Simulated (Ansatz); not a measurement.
An input for Ansatz 0.2.0 (TePb (Fm-3m)):

```yaml
crystal:
  lattice:
    - [0.0, 3.231, 3.231]
    - [3.231, 0.0, 3.231]
    - [3.231, 3.231, 0.0]
  atoms:
    - { symbol: Te, position: [0.5, 0.5, 0.5] }
    - { symbol: Pb, position: [0.0, 0.0, 0.0] }
kpoints:
  mp_grid: { grid: [6, 6, 6] }
hamiltonian:
  xc: pbe
scf:
  occupations: { method: fixed }
  n_extra_bands: 46
output:
  optics: { e_range: [0, 25], de: 0.1, sigma: 0.2 }
```

```sh
ansatz run input.yaml --threads 3 --pin off --max-ram 92160MiB --backend cuda --events-out ev --progress --plain --runs-dir out --devices 1 --max-vram 13GiB  # rebuilt from the run's record
```

Estimate wall time and host memory on 1 × NVIDIA H100 80GB HBM3 (shared by 6 runs) with 3 threads of AMD EPYC 7R13 (Zen 3), shared host.

It took 23 s; on shared hardware allow 12 s to 47 s. Peak host memory was 1.2 GiB.

[Paths, hosts, dates, memory and timing lines, banners, echoed tables and standing remarks are left out of the program output.]

[Logs are printed without paths, hosts, clocks, repeated set-up lines and the standing remarks that a program may print on its own settings, such as how far it seeks lower states.]

[Runs of the session that timed out or met a known fault of the program may be left out.]

[Cells called generated may have been cut or substituted from an entry of the Crystallography Open Database or the Materials Project.]

[Hosts, paths, dates, database ids (printed as entryN), source tags and the programs' standing remarks are cut or masked in the printed files.]
